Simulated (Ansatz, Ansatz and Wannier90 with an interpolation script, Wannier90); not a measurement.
Planning a run of Wannier90 4.0.3 on PtS2 (1T monolayer). The input:

```
num_iter = 1200
conv_tol = 1.0e-8
conv_window = 5
dis_num_iter = 4000
dis_conv_tol = 1.0e-8
dis_mix_ratio = 0.7
write_hr = true
use_ws_distance = false
num_print_cycles = 50
! ansatz wannier90 interface
! projections by site (counted from 0) and shell: 0 5D, 1 3P, 2 3P
! states of the run's bands (counted from 1): 1-17
num_bands = 17
num_wann  = 11
dis_win_min = -13.1
dis_win_max = -1.07
dis_froz_min = -13.1
dis_froz_max = -4.07
guiding_centres = true
shell_list = 4 1

begin unit_cell_cart
Ang
        3.537675821996538                      0.0                      0.0
       -1.768837910998269        3.063717132202998                      0.0
                      0.0                      0.0                     28.1
end unit_cell_cart

begin atoms_frac
Pt                       0.0                      0.0                      0.5
S         0.3333333333333333       0.6666666666666666             0.5432417398
S         0.6666666666666666       0.3333333333333333             0.4567582602
end atoms_frac

mp_grid = 24 24 1

[... the mesh's points ...]
```

```sh
OMP_NUM_THREADS=1 mpirun -n 8 wannier90.x w > wannier90.x.log
```

Question: How long will it take on 8 MPI ranks of Arm Neoverse V1, shared host, and how much memory?

It took 16 s; on shared hardware allow 7.8 s to 31 s.

[Paths, hosts, dates, memory and timing lines, banners, echoed tables and standing remarks are left out of the program output.]

[Logs are printed without paths, hosts, clocks, repeated set-up lines and the standing remarks that a program may print on its own settings, such as how far it seeks lower states.]

[Runs of the session that timed out or met a known fault of the program may be left out.]

[Hosts, paths, dates, database ids (printed as entryN), source tags and the programs' standing remarks are cut or masked in the printed files.]
